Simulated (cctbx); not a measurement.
## TlV4As4 with cctbx, script by script

Library: cctbx 2025.11. The data are simulated by the first script.

## 1. Simulate the data

run.py:

```python
from cctbx import adptbx, crystal, miller, sgtbx, xray
from cctbx.array_family import flex
from iotbx.shelx import hklf
from scitbx import matrix
import scitbx.random

cs = crystal.symmetry(unit_cell=(9.494, 9.494, 3.36, 90, 90, 90), space_group_symbol='Hall: -I 4')  # I4/m
atoms = [  # label, site, U (iso, or U11 U22 U33 U12 U13 U23 in A^2), occupancy
    ("Tl1", (0, 0, 0), 0.0035, 1),
    ("As1", (0.0597, 0.2859, 0), 0.0039, 1),
    ("V1", (0.3184, 0.3894, 0), 0.0056, 1),
]
xs = xray.structure(crystal_symmetry=cs)
for label, site, u, occ in atoms:
    u = adptbx.u_cif_as_u_star(cs.unit_cell(), u) if isinstance(u, tuple) else u
    xs.add_scatterer(xray.scatterer(label, site=site, u=u, occupancy=occ))
xs.set_inelastic_form_factors(0.71073, "sasaki")
xs.show_summary()
p1 = xs.expand_to_p1()
ms = miller.build_set(p1, anomalous_flag=True, d_min=0.75)
flex.set_random_seed(470611)
scitbx.random.set_random_seed(470611)
ms = ms.select(flex.random_double(ms.size()) < 0.8)
i = ms.structure_factors_from_scatterers(p1, algorithm="direct").f_calc().as_intensity_array().data()
law = matrix.sqr((-1, 0, 0, 0, 1, 0, 0, 0, -1))
mate = flex.miller_index([tuple(matrix.row(h) * law) for h in ms.indices()])
i2 = ms.customized_copy(indices=mate).structure_factors_from_scatterers(p1, algorithm="direct").f_calc().as_intensity_array().data()
i = (1 - 0.5) * i + 0.5 * i2
i = i / flex.sqrt(1 + 0.1 * i / flex.max(i))  # extinction
i = i * 20000 / flex.max(i)
sig = flex.sqrt(i + flex.pow2(0.02 * i) + 8 ** 2)
noise = scitbx.random.variate(scitbx.random.normal_distribution())(i.size())
data = ms.array(data=i + sig * noise, sigmas=sig).set_observation_type_xray_intensity()
with open("data.hkl", "w") as f:
    data.export_as_shelx_hklf(f)
print("reflections written:", data.size(), " <I/sigma> = %.1f" % flex.mean(data.data() / data.sigmas()))
for h, a, b in list(data.sort("data"))[:12]:
    print("%4d%4d%4d %9.1f %7.1f" % (h + (a, b)))
```

```console
$ python run.py
```

```text
Number of scatterers: 3
At special positions: 3
Unit cell: (9.494, 9.494, 3.36, 90, 90, 90)
Space group: I 4/m (No. 87)
reflections written: 2437  <I/sigma> = 13.0
   0   0   2   19561.8   424.3
   0   3   1   14093.2   295.5
   3   0  -1   13793.5   295.5
   0  -3  -1   13683.8   295.5
  -3   0  -1   13626.6   295.5
   0  -3   1   13503.8   295.5
  -3   0   1   13226.1   295.5
   3   0   1   13043.4   295.5
   4  -2   0    9338.0   200.5
  -4  -2   0    8930.0   200.5
  -4   2   0    8826.1   200.5
   4   2   0    8599.1   200.5
```

Run time: 0.24 s on 1 thread of Arm Neoverse V2 (shared host), peak memory 0.07 GiB.

## 2. Symmetry

run.py:

```python
from cctbx import crystal, sgtbx, statistics
from cctbx.array_family import flex
from iotbx.shelx import hklf

p1 = crystal.symmetry(unit_cell=(9.494, 9.494, 3.36, 90, 90, 90), space_group_symbol="P 1")
raw = hklf.reader(file_name="data.hkl").as_miller_arrays(crystal_symmetry=p1, anomalous=True)[0]
print(raw.size(), "reflections to d = %.3f A" % raw.d_min())
isig = raw.data() / raw.sigmas()
print("centring   violations  <I/sigma> of those")
best = "P"
for c in "ABCIRF":
    a = raw.customized_copy(space_group_info=sgtbx.space_group_info("Hall: %s 1" % c)).sys_absent_flags().data()
    m = flex.mean(isig.select(a))
    print("%5s %10d of %5d %8.1f" % (c, (isig.select(a) > 4).count(True), a.count(True), m))
    if (isig.select(a) > 4).count(True) < 0.01 * a.count(True):
        best = c
raw = raw.select(~raw.customized_copy(space_group_info=sgtbx.space_group_info("Hall: %s 1" % best)).sys_absent_flags().data())
isig = raw.data() / raw.sigmas()
rows = []
for s in sgtbx.space_group_symbol_iterator():
    g = sgtbx.space_group(s)
    if g.conventional_centring_type_symbol() != best or not g.is_compatible_unit_cell(p1.unit_cell(), 1e-3, 0.02):
        continue
    rows.append((s, g))
print("Laue class    unique    Rint  (classes that these axes allow; Friedel mates merged)")
rint = {}
for s, g in rows:
    laue = g.build_derived_patterson_group()
    key = laue.type().hall_symbol()
    if key not in rint:
        m = raw.customized_copy(space_group_info=laue.info(), anomalous_flag=False).merge_equivalents()
        rint[key] = m.r_int()
        print("%-14s %6d %7.3f" % (laue.type().lookup_symbol(), m.array().size(), m.r_int()))
floor = min(rint.values())
good = [(s, g) for s, g in rows if rint[g.build_derived_patterson_group().type().hall_symbol()] < 2 * floor + 0.03]
top = max(g.build_derived_patterson_group().order_z() for s, g in good)
print("space group    extra absences  I>4sigma  <I/sigma>")
for s, g in good:
    laue = g.build_derived_patterson_group()
    if laue.order_z() != top:
        continue
    a = raw.customized_copy(space_group_info=g.info()).sys_absent_flags().data()
    a &= ~raw.customized_copy(space_group_info=laue.info()).sys_absent_flags().data()
    bad = (isig.select(a) > 4).count(True)
    if bad <= 0.03 * a.count(True):
        print("%-16s %8d %10d %9s  %s" % (s.universal_hermann_mauguin(), a.count(True), bad, "%.1f" % flex.mean(isig.select(a)) if a.count(True) else "-", "centric" if g.is_centric() else "acentric"))
laue = max(good, key=lambda t: t[1].build_derived_patterson_group().order_z())[1].build_derived_patterson_group()
f = raw.customized_copy(space_group_info=laue.info(), anomalous_flag=False).merge_equivalents().array().eliminate_sys_absent().f_sq_as_f()
f.set_observation_type_xray_amplitude()
bins = max(3, min(8, f.size() // 12))
f.setup_binner(n_bins=bins)
w = statistics.wilson_plot(f, {e: n / laue.order_z() for e, n in {'Tl': 2.0, 'As': 8.0, 'V': 8.0}.items()}, e_statistics=True)
print("Wilson B = %.2f A^2   <|E^2-1|> = %.3f (0.968 centric, 0.736 acentric)   E^2>4: %.1f %%" % (w.wilson_b, w.mean_e_sq_minus_1, w.percent_e_sq_gt_2))
print("shell (A)         n   <I/sigma>")
m = raw.customized_copy(space_group_info=laue.info(), anomalous_flag=False).merge_equivalents().array().eliminate_sys_absent()
for b in m.setup_binner(n_bins=bins).range_used():
    sel = m.binner().selection(b)
    print("%5.2f - %4.2f %6d %8.1f" % (min(m.binner().bin_d_range(b)[0] if m.binner().bin_d_range(b)[0] > 0 else 99, 99), m.binner().bin_d_range(b)[1], sel.count(True), flex.mean((m.data() / m.sigmas()).select(sel))))
```

```console
$ python run.py
```

```text
2437 reflections to d = 0.751 A
centring   violations  <I/sigma> of those
    A        570 of  1206     13.2
    B        563 of  1229     12.6
    C        599 of  1243     13.3
    I          0 of  1236      0.0
    R        774 of  1631     13.2
    F        866 of  1839     13.0
Laue class    unique    Rint  (classes that these axes allow; Friedel mates merged)
I 1 2/m 1         399   0.020
I 1 1 2/m         431   0.020
I 2/m 1 1         398   0.020
I m m m           243   0.022
I 4/m             220   0.022
I 4/m m m         133   0.023
space group    extra absences  I>4sigma  <I/sigma>
I 4 2 2                 0          0         -  acentric
I 4 m m                 0          0         -  acentric
I -4 m 2                0          0         -  acentric
I -4 2 m                0          0         -  acentric
I 4/m m m               0          0         -  centric
Wilson B = 0.13 A^2   <|E^2-1|> = 0.718 (0.968 centric, 0.736 acentric)   E^2>4: 0.0 %
shell (A)         n   <I/sigma>
 6.71 - 1.50     24     69.8
 1.50 - 1.19     14     89.7
 1.19 - 1.04     19     78.0
 1.04 - 0.95     17     63.9
 0.95 - 0.88     13     74.6
 0.88 - 0.83     16     59.9
 0.83 - 0.78     16     74.0
 0.78 - 0.75     14     62.9
```

Time: 0.26 s.

## 3. Refinement

run.py:

```python
import math
from cctbx import adptbx, crystal, maptbx, sgtbx, xray
from cctbx.array_family import flex
from cctbx.xray import observations
from iotbx.shelx import hklf
from scitbx.lstbx import normal_eqns_solving
from smtbx import absolute_structure, utils
from smtbx.refinement import constraints, least_squares

cs = crystal.symmetry(unit_cell=(9.494, 9.494, 3.36, 90, 90, 90), space_group_symbol='Hall: -I 4')  # I4/m
atoms = [  # label, site, U (iso, or U11 U22 U33 U12 U13 U23 in A^2), occupancy
    ("Tl1", (0, 0, 0), 0.0200, 1),
    ("As1", (0.0591, 0.2858, 0), 0.0200, 1),
    ("V1", (0.3208, 0.3859, 0), 0.0200, 1),
]
xs = xray.structure(crystal_symmetry=cs)
for label, site, u, occ in atoms:
    u = adptbx.u_cif_as_u_star(cs.unit_cell(), u) if isinstance(u, tuple) else u
    xs.add_scatterer(xray.scatterer(label, site=site, u=u, occupancy=occ))
xs.set_inelastic_form_factors(0.71073, "sasaki")
xs.convert_to_anisotropic()
raw = hklf.reader(file_name="data.hkl").as_miller_arrays(crystal_symmetry=cs, anomalous=True)[0]
merged = raw.eliminate_sys_absent().merge_equivalents()
fo2 = merged.array().set_observation_type_xray_intensity()
print("Rint %.3f, %d unique reflections to %.2f A" % (merged.r_int(), fo2.size(), fo2.d_min()))
for sc in xs.scatterers():
    sc.flags.set_grad_site(True)
    sc.flags.set_grad_u_aniso(sc.flags.use_u_aniso())
    sc.flags.set_grad_u_iso(sc.flags.use_u_iso())
obs = fo2.as_xray_observations()
extra = {}
rep = constraints.reparametrisation(xs, [], utils.connectivity_table(xs), **extra)
ls = least_squares.crystallographic_ls(obs, rep, weighting_scheme=least_squares.mainstream_shelx_weighting(a=0, b=0))
print("cycle     R1     wR2    GooF  max shift (A)")
for cycle in range(8):
    ls.build_up()
    r1, wr2, goof = ls.r1_factor(cutoff_factor=2)[0], ls.wR2(), ls.goof()
    old = xs.sites_cart()
    normal_eqns_solving.levenberg_marquardt_iterations(ls, n_max_iterations=3, tau=1e-06, step_threshold=1e-7)
    big = flex.max((xs.sites_cart() - old).norms())
    print("%4d %7.4f %7.4f %7.3f %9.5f" % (cycle + 1, r1, wr2, goof, big))
    ls.build_up(objective_only=True)
    if abs(ls.wR2() - wr2) < 5e-5 and big < 5e-4:
        break
ls.build_up()
print("final R1 %.4f wR2 %.4f GooF %.3f  parameters %d  data/parameter %.1f" % (ls.r1_factor(cutoff_factor=2)[0], ls.wR2(), ls.goof(), ls.n_parameters, fo2.size() / ls.n_parameters))
cov = ls.covariance_matrix_and_annotations()
su = dict(zip(cov.annotations, (math.sqrt(max(v, 0)) for v in cov.matrix.matrix_packed_u_diagonal())))
a2 = cs.unit_cell().reciprocal_parameters()[0] ** -2
print("atom        x        y        z      Ueq    occ   su(xyz)  su(Uiso or U11)")
for sc in xs.scatterers():
    s = max(su.get(sc.label + k, 0) for k in (".x", ".y", ".z"))
    npd = "" if sc.is_positive_definite_u(cs.unit_cell()) else "  NPD"
    print("%-5s %8.5f %8.5f %8.5f %8.4f %6.3f %8.5f %7.4f%s" % ((sc.label,) + sc.site + (sc.u_iso_or_equiv(cs.unit_cell()), sc.occupancy, s, su.get(sc.label + ".uiso", su.get(sc.label + ".u11", 0) * a2), npd)))
fo = fo2.f_sq_as_f()
fc = fo.structure_factors_from_scatterers(xs, algorithm="direct").f_calc()
diff = fo.f_obs_minus_f_calc(1 / math.sqrt(ls.scale_factor()), fc).average_bijvoet_mates()
m = diff.fft_map(symmetry_flags=maptbx.use_space_group_symmetry, resolution_factor=0.25).apply_volume_scaling()
print("difference map: max %.2f min %.2f rms %.2f" % (m.statistics().max(), m.statistics().min(), m.statistics().sigma()))
peaks = m.peak_search(parameters=maptbx.peak_search_parameters(min_distance_sym_equiv=0.6, max_clusters=6)).all()
near = xs.closest_distances(peaks.sites(), distance_cutoff=4)
sps = cs.special_position_settings(min_distance_sym_equiv=0.5)
for k, (x, h) in enumerate(zip(peaks.sites(), peaks.heights())):
    ss = sps.site_symmetry(x)
    print("Q%-3d %7.4f %7.4f %7.4f %4d %7.2f  %.2f A from %s" % ((k + 1,) + tuple(t % 1 for t in ss.exact_site()) + (ss.multiplicity(), h, near.smallest_distances[k], xs.scatterers()[near.i_seqs[k]].label)))
```

```console
$ python run.py
```

```text
Rint 0.022, 220 unique reflections to 0.75 A
cycle     R1     wR2    GooF  max shift (A)
   1  0.3644  0.6240  40.087   0.05444
   2  0.2984  0.5378  34.545   0.00187
   3  0.2984  0.5375  34.525   0.00068
   4  0.2979  0.5373  34.516   0.00081
   5  0.2976  0.5373  34.512   0.00071
   6  0.2974  0.5372  34.511   0.00051
   7  0.2972  0.5372  34.510   0.00033
final R1 0.2972 wR2 0.5372 GooF 34.510  parameters 14  data/parameter 15.7
atom        x        y        z      Ueq    occ   su(xyz)  su(Uiso or U11)
Tl1    0.00000  0.00000  0.00000  -0.0008  1.000  0.00000  0.0030  NPD
As1    0.05938  0.28648  0.00000   0.0097  1.000  0.00142  0.0058  NPD
V1     0.31897  0.39121  0.00000   0.0214  1.000  0.00331  0.0117  NPD
difference map: max 75.06 min -28.17 rms 7.48
Q1    0.0000  0.0000  0.0000    2   75.06  0.00 A from Tl1
Q2    0.0593  0.7129  0.0000    8   65.07  1.13 A from As1
Q3    0.1128  0.1785  0.5000    8   54.84  0.93 A from V1
Q4    0.0000  0.0000  0.5000    2   24.34  1.68 A from Tl1
Q5    0.0480  0.6162  0.5000    8   18.61  1.66 A from As1
Q6    0.1326  0.7056  0.5000    8   17.92  1.10 A from V1
```

Time: 0.63 s.

This run holds a fault made on purpose: twinning ignored.

## 4. Refinement (twin law added)

run.py, as its changes from the last script of this kind:

```diff
@@ -30,2 +30,3 @@
-obs = fo2.as_xray_observations()
-extra = {}
+twin = xray.twin_component(sgtbx.rot_mx((-1, 0, 0, 0, 1, 0, 0, 0, -1)), 0.2, True)
+obs = observations.customized_copy(fo2.as_xray_observations(), (), (twin,))
+extra = dict(twin_fractions=(twin,))
@@ -55,11 +56 @@
-fo = fo2.f_sq_as_f()
-fc = fo.structure_factors_from_scatterers(xs, algorithm="direct").f_calc()
-diff = fo.f_obs_minus_f_calc(1 / math.sqrt(ls.scale_factor()), fc).average_bijvoet_mates()
-m = diff.fft_map(symmetry_flags=maptbx.use_space_group_symmetry, resolution_factor=0.25).apply_volume_scaling()
-print("difference map: max %.2f min %.2f rms %.2f" % (m.statistics().max(), m.statistics().min(), m.statistics().sigma()))
-peaks = m.peak_search(parameters=maptbx.peak_search_parameters(min_distance_sym_equiv=0.6, max_clusters=6)).all()
-near = xs.closest_distances(peaks.sites(), distance_cutoff=4)
-sps = cs.special_position_settings(min_distance_sym_equiv=0.5)
-for k, (x, h) in enumerate(zip(peaks.sites(), peaks.heights())):
-    ss = sps.site_symmetry(x)
-    print("Q%-3d %7.4f %7.4f %7.4f %4d %7.2f  %.2f A from %s" % ((k + 1,) + tuple(t % 1 for t in ss.exact_site()) + (ss.multiplicity(), h, near.smallest_distances[k], xs.scatterers()[near.i_seqs[k]].label)))
+print("twin fraction %.3f" % twin.value)
```

```console
$ python run.py
```

```text
Rint 0.022, 220 unique reflections to 0.75 A
cycle     R1     wR2    GooF  max shift (A)
   1  0.2383  0.4761  30.656   0.04083
   2  0.0071  0.0155   0.997   0.00006
final R1 0.0071 wR2 0.0154 GooF 0.994  parameters 15  data/parameter 14.7
atom        x        y        z      Ueq    occ   su(xyz)  su(Uiso or U11)
Tl1    0.00000  0.00000  0.00000   0.0034  1.000  0.00000  0.0001
As1    0.05969  0.28588  0.00000   0.0038  1.000  0.00004  0.0002
V1     0.31833  0.38942  0.00000   0.0056  1.000  0.00007  0.0003
twin fraction 0.499
```

Run time: 0.39 s on 1 thread of Arm Neoverse V2 (shared host), peak memory 0.09 GiB.

[Logs are printed without paths, hosts, clocks, repeated set-up lines and the standing remarks that a program may print on its own settings, such as how far it seeks lower states.]
